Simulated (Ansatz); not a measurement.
# Lattice dynamics of NaSe (Fm-3m)

How does NaSe (Fm-3m) vibrate, and is this structure a minimum?

Calculated with Ansatz 0.2.0; DFT PBEsol, scalar-relativistic, plane waves, PAW; PAW set soft_1.

## (1) The structure

The structure is cubic, space group Fm-3m (No. 225). Conventional cell: a = 5.987 Å, b = 5.987 Å, c = 5.987 Å, α = 90.00°, β = 90.00°, γ = 90.00°. Nearest to Na lie 6 Se at 2.99 Å. Nearest to Se lie 6 Na at 2.99 Å. Farther neighbours and most contacts between anions are not listed.

## (2) A magnetic order at the starting cell, 2 atoms

Phonons depend on the magnetic state, so simple orders are compared first, at the starting cell. This run starts ferromagnetic.

Contents of input.yaml:

```yaml
crystal:
  lattice:
    - [0.0, 2.993261, 2.993261]
    - [2.993261, 0.0, 2.993261]
    - [2.993261, 2.993261, 0.0]
  atoms:
    - { symbol: Na, position: [0.0, 0.0, 0.0] }
    - { symbol: Se, position: [0.5, 0.5, 0.5], spin: 1.0 }
kpoints:
  mp_grid: { grid: [8, 8, 8] }
hamiltonian:
  xc: pbesol
  pseudopotentials: { kind: paw, azcp: { folder: soft_1 }, xc_functional: pbe }
scf:
  occupations: { method: gaussian, width: 0.05 }
  max_iter: 100
output:
  forces: true
  stress: true
  eigenvalues: true
  populations: true
magnetization:
  spin_polarized: true
```

On the command line:

```bash
> ansatz run input.yaml --threads 4 --pin off --max-ram 10240MiB --backend cpu --events-out ev --progress --plain --runs-dir out
```

Numbers of over 12 decimals in the logs are rounded to 6 here.

What it wrote:

```text
Engine: ansatz 0.2.0, x86_64-unknown-linux-gnu
Pseudopotentials: kind: paw
Pseudopotential: Na, paw, valence charge 9, recommended cutoff 420 eV (normal), soft_1/Na.paw.azcp
Pseudopotential: Se, paw, valence charge 16, recommended cutoff 420 eV (normal), soft_1/Se.paw.azcp
Functional definition: PBEsol
  exchange = pbesol_x
  correlation = pbesol_c
[...]
k-point 2 ↑: bands = [... 9 lower, -8.6824, 1.3650, 2.7514, 2.7514, 7.9314, 10.8810, 11.6132, 11.6132]
  k-point 28 ↓: bands = [... 9 lower, -7.5711, 1.8303, 1.8303, 2.4737, 9.7978, 11.0429, 11.0429, 11.8668]
--- Löwdin populations: 2 sites ---
  site symbol       q [e]    m [muB]
     0     Na      8.3856    -0.0166
     1     Se     16.5747     1.0154
  spilling = 0.001590 (of n_electrons = 25.000000)
[key lines of the parts left out:]
SCF converged after 12 iterations
Magnetization: 0.9971 μB (12.9986 up, 12.0014 down)
Free energy (F): -6900.813268 eV
Fermi energy:    2.968863 eV
P = ⅓ Tr σ = -1.1860 GPa (-11.860 kbar)
```

Elapsed: 1 s, on 4 threads of Intel Xeon Platinum 8375C at 2.90GHz (Ice Lake), shared host; peak memory 0.38 GiB.

This step gave:

```yaml
magnetization: 0.9971 μB
absolute_magnetization: 1.002 μB
site_moments: 0.01718, 0.7512 μB
pressure: -1.186 GPa
volume_per_atom: 26.82 Å³
gap_on_the_k_mesh: 0 eV
```

The cell carries a net spin moment of 1.00 μB and an absolute one of 1.00 μB.

## (3) A magnetic order at the starting cell, 4 atoms

Phonons depend on the magnetic state, so simple orders are compared first, at the starting cell. This run starts antiferromagnetic, q = (0.5, 0.5, 0.5).

System of this step: NaSe (Fm-3m). The structure is cubic, space group Fm-3m (No. 225). Conventional cell: a = 5.987 Å, b = 5.987 Å, c = 5.987 Å, α = 90.00°, β = 90.00°, γ = 90.00°. Na has 6 Se at 2.99 Å nearest. Nearest to Se lie 6 Na at 2.99 Å. Farther neighbours and most contacts between anions are not listed.

input.yaml, the sections that differ from step 2:

```yaml
crystal:
  lattice:
    - [2.993261, 0.0, -2.993261]
    - [2.993261, -2.993261, 0.0]
    - [-2.993261, -2.993261, -5.986522]
  atoms:
    - { symbol: Na, position: [0.0, 0.5, 0.5] }
    - { symbol: Na, position: [0.0, 0.0, 0.0] }
    - { symbol: Se, position: [0.5, 0.25, 0.75], spin: -1.0 }
    - { symbol: Se, position: [0.5, 0.75, 0.25], spin: 1.0 }
kpoints:
  mp_grid: { grid: [9, 9, 9] }
# hamiltonian, scf, output, magnetization: as in step 2
```

What it wrote:

```text
[...]
Crystal: 4 atoms, lattice volume = 107.274 Å³
Basis set: ecut = 420 eV, 2123 PW (Γ), exchange–correlation on 60×60×100 points (8 copies of the dense FFT grid, shifted against one another)
Bands: 32, of which v1, the nominal top of the filled ones, is band 25 counted from 1 (24 counted from 0)
Symmetry: 12 space group operations
[...]
k-point 84 ↓: bands = [... 21 lower, 1.1916, 1.5293, 1.8252, 2.5424, 2.6456, 9.1490, 9.4457, 10.3367, ... 3 higher]
--- Löwdin populations: 4 sites ---
  site symbol       q [e]    m [muB]
     0     Na      8.3846     0.0000
     1     Na      8.3846     0.0000
     2     Se     16.5754    -0.5915
     3     Se     16.5754     0.5915
  spilling = 0.001601 (of n_electrons = 50.000000)
[key lines of the parts left out:]
SCF converged after 19 iterations
Magnetization: 0.0000 μB (25.0000 up, 25.0000 down)
Free energy (F): -13801.561973 eV
Fermi energy:    2.875429 eV
P = ⅓ Tr σ = -1.5217 GPa (-15.217 kbar)
```

The job ended after 6.3 s (4 threads; peak memory 0.7 GiB; 24 s of CPU time).

The cell carries a net spin moment of 0.00 μB and an absolute one of 1.17 μB, so the moments cancel.

## (4) A magnetic order at the starting cell, 4 atoms (run 2)

Phonons depend on the magnetic state, so simple orders are compared first, at the starting cell. This run starts antiferromagnetic, q = (0.5, 0.5, 0).

input.yaml, the sections that differ from step 3:

```yaml
crystal:
  lattice:
    - [2.993261, -2.993261, 0.0]
    - [-2.993261, -2.993261, 0.0]
    - [0.0, 0.0, -5.986522]
  atoms:
    - { symbol: Na, position: [0.5, 0.5, 0.5] }
    - { symbol: Na, position: [0.0, 0.0, 0.0] }
    - { symbol: Se, position: [0.5, 0.5, 0.0], spin: -1.0 }
    - { symbol: Se, position: [0.0, 0.0, 0.5], spin: 1.0 }
kpoints:
  mp_grid: { grid: [8, 8, 6] }
# hamiltonian, scf, output, magnetization: as in step 3
```

What it wrote:

```text
[...]
Crystal: 4 atoms, lattice volume = 107.274 Å³
Basis set: ecut = 420 eV, 2101 PW (Γ), exchange–correlation on 60×60×90 points (8 copies of the dense FFT grid, shifted against one another)
Bands: 32, of which v1, the nominal top of the filled ones, is band 25 counted from 1 (24 counted from 0)
Symmetry: 16 space group operations
[...]
k-point 59 ↓: bands = [... 21 lower, 1.3206, 1.6610, 1.6610, 2.0720, 2.1788, 9.5692, 9.6857, 10.8728, ... 3 higher]
--- Löwdin populations: 4 sites ---
  site symbol       q [e]    m [muB]
     0     Na      8.3842    -0.0038
     1     Na      8.3842     0.0038
     2     Se     16.5757    -0.4398
     3     Se     16.5757     0.4398
  spilling = 0.001602 (of n_electrons = 50.000000)
[key lines of the parts left out:]
SCF converged after 23 iterations
Magnetization: 0.0000 μB (25.0000 up, 25.0000 down)
Free energy (F): -13801.564438 eV
Fermi energy:    2.862214 eV
P = ⅓ Tr σ = -1.6466 GPa (-16.466 kbar)
```

Run time: 9.3 s. Hardware: 4 threads; peak memory 0.65 GiB; 35 s of CPU time.

The cell carries a net spin moment of 0.00 μB and an absolute one of 0.89 μB, so the moments cancel.

## (5) The orders compared

An antiferromagnetic start is carried into the relaxation if it ends more than 3 meV per atom below the ferromagnetic start.

Numbers from this step:

```
start carried on : ferromagnetic
```

Orders, by row:

```tsv
starting order	atoms	energy from the first start (meV/atom)	largest moment (μB)	gap on mesh (eV)	net moment of the cell (μB)	order kept
ferromagnetic	2	0	0.75	0	1	yes
antiferromagnetic, q = (0.5, 0.5, 0.5)	4	16.6	0.43	0	0	yes
antiferromagnetic, q = (0.5, 0.5, 0)	4	15.9	0.32	0	0	yes
```

The start carried on is the ferromagnetic one.

## (6) Relaxation

Harmonic phonons are second derivatives at a point where the forces vanish, and they are wanted at zero stress, so atoms and cell are relaxed first.

System of this step: NaSe (Fm-3m). Symmetry: Fm-3m, No. 225, cubic system. The conventional cell has a = 5.987 Å, b = 5.987 Å, c = 5.987 Å, α = 90.00°, β = 90.00°, γ = 90.00°. Na has 6 Se at 2.99 Å nearest. Se has 6 Na at 2.99 Å nearest. Farther neighbours and most contacts between anions are not listed.

input.yaml, the sections that differ from step 4:

```yaml
crystal:
  lattice:
    - [0.0, 2.993261, 2.993261]
    - [2.993261, 0.0, 2.993261]
    - [2.993261, 2.993261, 0.0]
  atoms:
    - { symbol: Na, position: [0.0, 0.0, 0.0] }
    - { symbol: Se, position: [0.5, 0.5, 0.5], spin: 0.81 }
kpoints:
  mp_grid: { grid: [12, 12, 12] }
scf:
  occupations: { method: gaussian, width: 0.1 }
relax:
  adjacent_minimum: "off"
  f_tol: 0.005
  max_steps: 80
  cell: { stress_tol: 0.05 }
# hamiltonian, output, magnetization: as in step 4
```

What it wrote:

```text
[...]
Crystal: 2 atoms, lattice volume = 53.637 Å³
Basis set: ecut = 420 eV, 1067 PW (Γ), exchange–correlation on 60×60×60 points (8 copies of the dense FFT grid, shifted against one another)
Bands: 17, of which v1, the nominal top of the filled ones, is band 13 counted from 1 (12 counted from 0)
Symmetry: 48 space group operations
[...]
k-points: 72 of 1728
[...]
Starting moments: Σ|m| = 0.81 μB on 1 of 2 sites
[...]
SCF iter   1: F=—  HF=-6901.646731 eV  |F-HF|=—  |Δ(HF+E_count)|=         —  Δρ=6.28e-2 (↑6.28e-2 ↓5.43e-2)  dr2=1.91e0  dr2_m=1.24e0  M=0.408 μB ∫|m|=0.413 μB  β_m=0.30  ethr=3.10e-3  ⟨swp⟩=5.7  Hψ=12081  notcnv=0
[...]
SCF iter  14: F=-6900.819641 eV  HF=-6900.819641 eV  |F-HF|=1.09e-8  |Δ(HF+E_count)|=   4.92e-8  Δρ=2.67e-6 (↑2.61e-6 ↓2.67e-6)  dr2=2.66e-8  dr2_m=1.95e-12  M=0.985 μB ∫|m|=1.005 μB  ethr=3.40e-10  ⟨swp⟩=3.9  Hψ=7718  notcnv=0
SCF 1 converged in 14 iterations: F = -6900.819641 eV  dr2 = 2.66e-8
[...]
relax step   1: F+E_penalty+E_count = -6900.81964112 eV  Δ(F+E_penalty+E_count) = +0.000e0 eV  max|allowed force component| = 4.125e-30 eV/Å  Δτ_max = 0.0000 Å  P = -1.190 GPa  Ω = 53.637 Å³  (14 SCF iters, dr2 threshold 1.00e-7 eV, accepted)
Crystal: 2 atoms, lattice volume = 51.888 Å³
Basis set: ecut = 420 eV, 965 PW (Γ), exchange–correlation on 60×60×60 points (8 copies of the dense FFT grid, shifted against one another)
[...]
Starting moments: Σ|m| = 0.81 μB on 1 of 2 sites; this step starts from the density that it was given
[...]
iter 1 solved again at ethr=4.66e-6 eV; its pass at ethr=3.10e-3 eV (dr2=1.17e-3 eV) is discarded
[...]
SCF iter   7: F=-6900.829289 eV  HF=-6900.829289 eV  |F-HF|=9.28e-9  |Δ(HF+E_count)|=   7.68e-8  Δρ=2.01e-6 (↑2.01e-6 ↓1.90e-6)  dr2=1.10e-8  dr2_m=8.31e-12  M=0.968 μB ∫|m|=0.987 μB  ethr=5.46e-10  ⟨swp⟩=2.0  Hψ=7856  notcnv=0
SCF 2 converged in 7 iterations: F = -6900.829289 eV  dr2 = 1.10e-8
relax step   2: F+E_penalty+E_count = -6900.82928930 eV  Δ(F+E_penalty+E_count) = -9.648e-3 eV  max|allowed force component| = 2.786e-30 eV/Å  Δτ_max = 0.0000 Å  P = -0.551 GPa  Ω = 51.888 Å³  energy of the carried Pulay correction = +5.161e-5 eV  (7 SCF iters, dr2 threshold 2.00e-7 eV, accepted)
Crystal: 2 atoms, lattice volume = 50.472 Å³
[...]
SCF iter   7: F=-6900.831600 eV  HF=-6900.831600 eV  |F-HF|=4.99e-9  |Δ(HF+E_count)|=   4.75e-8  Δρ=2.05e-6 (↑2.05e-6 ↓1.50e-6)  dr2=6.59e-9  dr2_m=4.31e-10  M=0.942 μB ∫|m|=0.961 μB  ethr=3.56e-10  ⟨swp⟩=2.0  Hψ=7752  notcnv=0
SCF 3 converged in 7 iterations: F = -6900.831600 eV  dr2 = 6.59e-9
relax step   3: F+E_penalty+E_count = -6900.83159958 eV  Δ(F+E_penalty+E_count) = -2.310e-3 eV  max|allowed force component| = 1.604e-29 eV/Å  Δτ_max = 0.0000 Å  P = +0.051 GPa  Ω = 50.472 Å³  energy of the carried Pulay correction = +9.468e-5 eV  (7 SCF iters, dr2 threshold 2.00e-7 eV, accepted)
[...]
relax step   4: F+E_penalty+E_count = -6900.83161370 eV  Δ(F+E_penalty+E_count) = -1.412e-5 eV  max|allowed force component| = 2.350e-30 eV/Å  Δτ_max = 0.0000 Å  P = -0.002 GPa  Ω = 50.589 Å³  energy of the carried Pulay correction = +9.110e-5 eV  (5 SCF iters, dr2 threshold 6.39e-9 eV, accepted)
[...]
SCF iter   1: F=—  HF=-6900.831509 eV  |F-HF|=—  |Δ(HF+E_count)|=         —  Δρ=1.23e-5 (↑1.19e-5 ↓1.23e-5)  dr2=5.59e-8  dr2_m=6.16e-10  M=0.945 μB ∫|m|=0.964 μB  β_m=0.30  ethr=1.28e-6  ⟨swp⟩=2.9  Hψ=17374  notcnv=0
eigensolver tolerance schedule: the retry pair's looser diagonalisation over-reported the residual by 5730.06 of it (diagonalisation noise at an unbounded share of the residual, at the tolerance the schedule requests for it); recorded, not acted on — ethr = c·dr2/N_el stays at c = 1.0e-1
[...]
SCF iter   2: F=—  HF=-6900.831509 eV  |F-HF|=—  |Δ(HF+E_count)|=   7.19e-8  Δρ=8.66e-6 (↑8.64e-6 ↓8.66e-6)  dr2=3.70e-8  dr2_m=2.59e-10  M=0.945 μB ∫|m|=0.964 μB  β_m=0.48  ethr=2.24e-10  ⟨swp⟩=2.9  Hψ=4510  notcnv=0
[...]
SCF iter   6: F=-6900.831509 eV  HF=-6900.831509 eV  |F-HF|=2.73e-12  |Δ(HF+E_count)|=  8.19e-12  Δρ=7.71e-8 (↑7.71e-8 ↓6.73e-8)  dr2=1.42e-11  dr2_m=6.60e-14  M=0.945 μB ∫|m|=0.964 μB  ethr=1.00e-12  ⟨swp⟩=3.8  Hψ=10325  notcnv=0
SCF 5 converged in 6 iterations: F = -6900.831509 eV  dr2 = 1.42e-11
relax step   5: F+E_penalty+E_count = -6900.83150886 eV  Δ(F+E_penalty+E_count) = +1.048e-4 eV  max|allowed force component| = 1.898e-30 eV/Å  Δτ_max = 0.0000 Å  P = -0.000 GPa  Ω = 50.589 Å³  stress off target by 2.75e-4 GPa  SCF on the basis re-selected at this cell (its energy is not comparable with the rows above)  (6 SCF iters)
basis re-selected at this cell: Δ(F+E_penalty+E_count) = +1.048e-4 eV, ΔP = +0.001 GPa vs the last step (what re-selecting the basis moved, of the pressure what is left beyond the Pulay correction that the steps carried, after the strain that the cell walked since its last selection, with what the two solves' SCF thresholds leave and, on support functions, any second-order correction that the steps lacked; it is no m [...]
SCF converged after 6 iterations
Magnetization: 0.9450 μB (12.9725 up, 12.0275 down)
Absolute magnetization: 0.9499 μB (∫|ρ↑−ρ↓|, with the PAW one-centre terms)
[...]
Per-site moments (μB) at R_I (Å): [(0.018117, 1.210871), (0.698497, 1.210871)]
Free energy (F): -6900.831509 eV
[...]
Internal energy: -6900.821956 eV  (E = F + TS)
E sigma→0 (E₀):  -6900.826733 eV
Entropy (-TS):   -0.009553 eV (-4.776 meV/atom)
Fermi energy:    3.432720 eV
[...]
--- Stress (GPa, compression-positive) ---
       -0.000275      -0.000000      -0.000000
       -0.000000      -0.000275       0.000000
       -0.000000      -0.000000      -0.000275
  P = ⅓ Tr σ = -0.0003 GPa (-0.003 kbar)
--- Band table (eV; the first three rows and the last of 144) ---
  k-point 0 ↑: bands = [... 9 lower, -8.5172, 3.5025, 3.5025, 3.5025, 7.2433, 11.9659, 11.9659, 11.9659]
  k-point 1 ↑: bands = [... 9 lower, -8.4860, 3.1939, 3.4725, 3.4725, 7.5651, 11.7061, 12.0717, 12.0717]
  k-point 2 ↑: bands = [... 9 lower, -8.3987, 2.5175, 3.3928, 3.3928, 8.2103, 11.3931, 12.2714, 12.2714]
  k-point 71 ↓: bands = [... 9 lower, -7.1402, 2.1910, 2.1910, 2.8893, 10.5273, 11.6909, 11.6909, 12.6281]
--- Relaxed structure (4 steps of the walk, 4 accepted, 1 SCFs on fresh bases) ---
  F+E_penalty+E_count = -6900.83150886 eV   max|allowed force component| = 1.898e-30 eV/Å   (the final SCF, on the basis selected at the relaxed cell)
  cell:  # Å, volume = 50.5885 Å³
    - [0, 2.935445, 2.935445]
    - [2.935445, 0, 2.935445]
    - [2.935445, 2.935445, 0]
  atoms:
    - { symbol: Na, position: [0, 0, 0] }
    - { symbol: Se, position: [0.5, 0.5, 0.5] }
--- Löwdin populations: 2 sites ---
  site symbol       q [e]    m [muB]
     0     Na      8.3869    -0.0155
     1     Se     16.5727     0.9617
  spilling = 0.001617 (of n_electrons = 25.000000)
```

Wall time 7.9 s (4 threads); peak memory 0.49 GiB; 27 s of CPU time.

Relaxation path:

```tsv
step	energy less that of the first step (eV)	largest force component (eV/Å)	pressure (GPa)	volume (Å³)
1	0.0000	0.0000	-1.19	53.64
2	-0.0096	0.0000	-0.55	51.89
3	-0.0120	0.0000	0.05	50.47
4	-0.0120	0.0000	0.00	50.59
5*	-0.0119	0.0000	0.00	50.59
```

Relaxation steps marked * repeat the geometry before them on a plane-wave basis chosen anew for their cell, so energy and pressure can jump there.

Forces are held to the 48 operations that the run works with; a distortion that breaks them can't arise in this run.

```tsv
conventional cell, symmetrised	before	after	change
a (Å)	5.987	5.871	-1.9 %
b (Å)	5.987	5.871	-1.9 %
c (Å)	5.987	5.871	-1.9 %
volume (Å³/atom)	26.82	25.29	-5.7 %
```

Final coordinates:

```cif
data_structure
_symmetry_space_group_name_H-M 'P 1'
_symmetry_Int_Tables_number 1
_cell_length_a 4.1513
_cell_length_b 4.1513
_cell_length_c 4.1513
_cell_angle_alpha 60.000
_cell_angle_beta 60.000
_cell_angle_gamma 60.000
_cell_volume 50.59
loop_
_atom_site_label
_atom_site_type_symbol
_atom_site_fract_x
_atom_site_fract_y
_atom_site_fract_z
_atom_site_occupancy
Na1 Na 0.00000 0.00000 0.00000 1
Se2 Se 0.50000 0.50000 0.50000 1
```

This step gave:

```
magnetization          : 0.9450 μB
absolute magnetization : 0.9499 μB
site moments           : 0.01812, 0.6985 μB
pressure               : -2.75e-4 GPa
volume per atom        : 25.29 Å³
```

In this step the volume went from 26.82 to 25.29 Å³/atom.

## (7) Tight relaxation

Phonons need a cell at rest on their own settings, so the relaxation is repeated with tight tolerances on forces and stress, using the mesh and the filling of the phonon run that follows.

input.yaml, the sections that differ from step 6:

```yaml
crystal:
  lattice:
    - [0.0, 2.9354450209, 2.9354450209]
    - [2.9354450209, 0.0, 2.9354450209]
    - [2.9354450209, 2.9354450209, 0.0]
  atoms:
    - { symbol: Na, position: [0.0, 0.0, 0.0] }
    - { symbol: Se, position: [0.5, 0.5, 0.5], spin: 0.77 }
scf:
  occupations: { method: gaussian, width: 0.15 }
relax:
  adjacent_minimum: "off"
  f_tol: 0.001
  max_steps: 60
  cell: { stress_tol: 0.01 }
# kpoints, hamiltonian, output, magnetization: as in step 6
```

What it wrote:

```text
[...]
Crystal: 2 atoms, lattice volume = 50.589 Å³
Basis set: ecut = 420 eV, 965 PW (Γ), exchange–correlation on 60×60×60 points (8 copies of the dense FFT grid, shifted against one another)
Bands: 17, of which v1, the nominal top of the filled ones, is band 13 counted from 1 (12 counted from 0)
Symmetry: 48 space group operations
[...]
cell:  # Å, volume = 50.5674 Å³
    - [0, 2.935037, 2.935037]
    - [2.935037, 0, 2.935037]
    - [2.935037, 2.935037, 0]
  atoms:
    - { symbol: Na, position: [0, 0, 0] }
    - { symbol: Se, position: [0.5, 0.5, 0.5] }
--- Löwdin populations: 2 sites ---
  site symbol       q [e]    m [muB]
     0     Na      8.3866    -0.0148
     1     Se     16.5729     0.9301
  spilling = 0.001619 (of n_electrons = 25.000000)
[key lines of the parts left out:]
SCF converged after 6 iterations
Magnetization: 0.9142 μB (12.9571 up, 12.0429 down)
Free energy (F): -6900.837769 eV
Fermi energy:    3.433267 eV
P = ⅓ Tr σ = -0.0059 GPa (-0.059 kbar)
```

Run time: 4.8 s. Hardware: 4 threads; peak memory 0.47 GiB.

Little changed from the start: no atom moved by 0.005 Å and no cell edge by 0.1 %.

Numbers from this step:

```yaml
magnetization: 0.9142 μB
absolute_magnetization: 0.9188 μB
site_moments: 0.01768, 0.6748 μB
pressure: -0.005863 GPa
volume_per_atom: 25.28 Å³
```

The forces vanish by symmetry and the pressure is -0.006 GPa, within the tolerances set. The cell now holds 25.28 Å³/atom.

[end of part 1 of 2]

[Logs are printed without paths, hosts, clocks, repeated set-up lines and the standing remarks that a program may print on its own settings, such as how far it seeks lower states.]

[Hosts, paths, dates, database ids (printed as entryN), source tags and the programs' standing remarks are cut or masked in the printed files.]
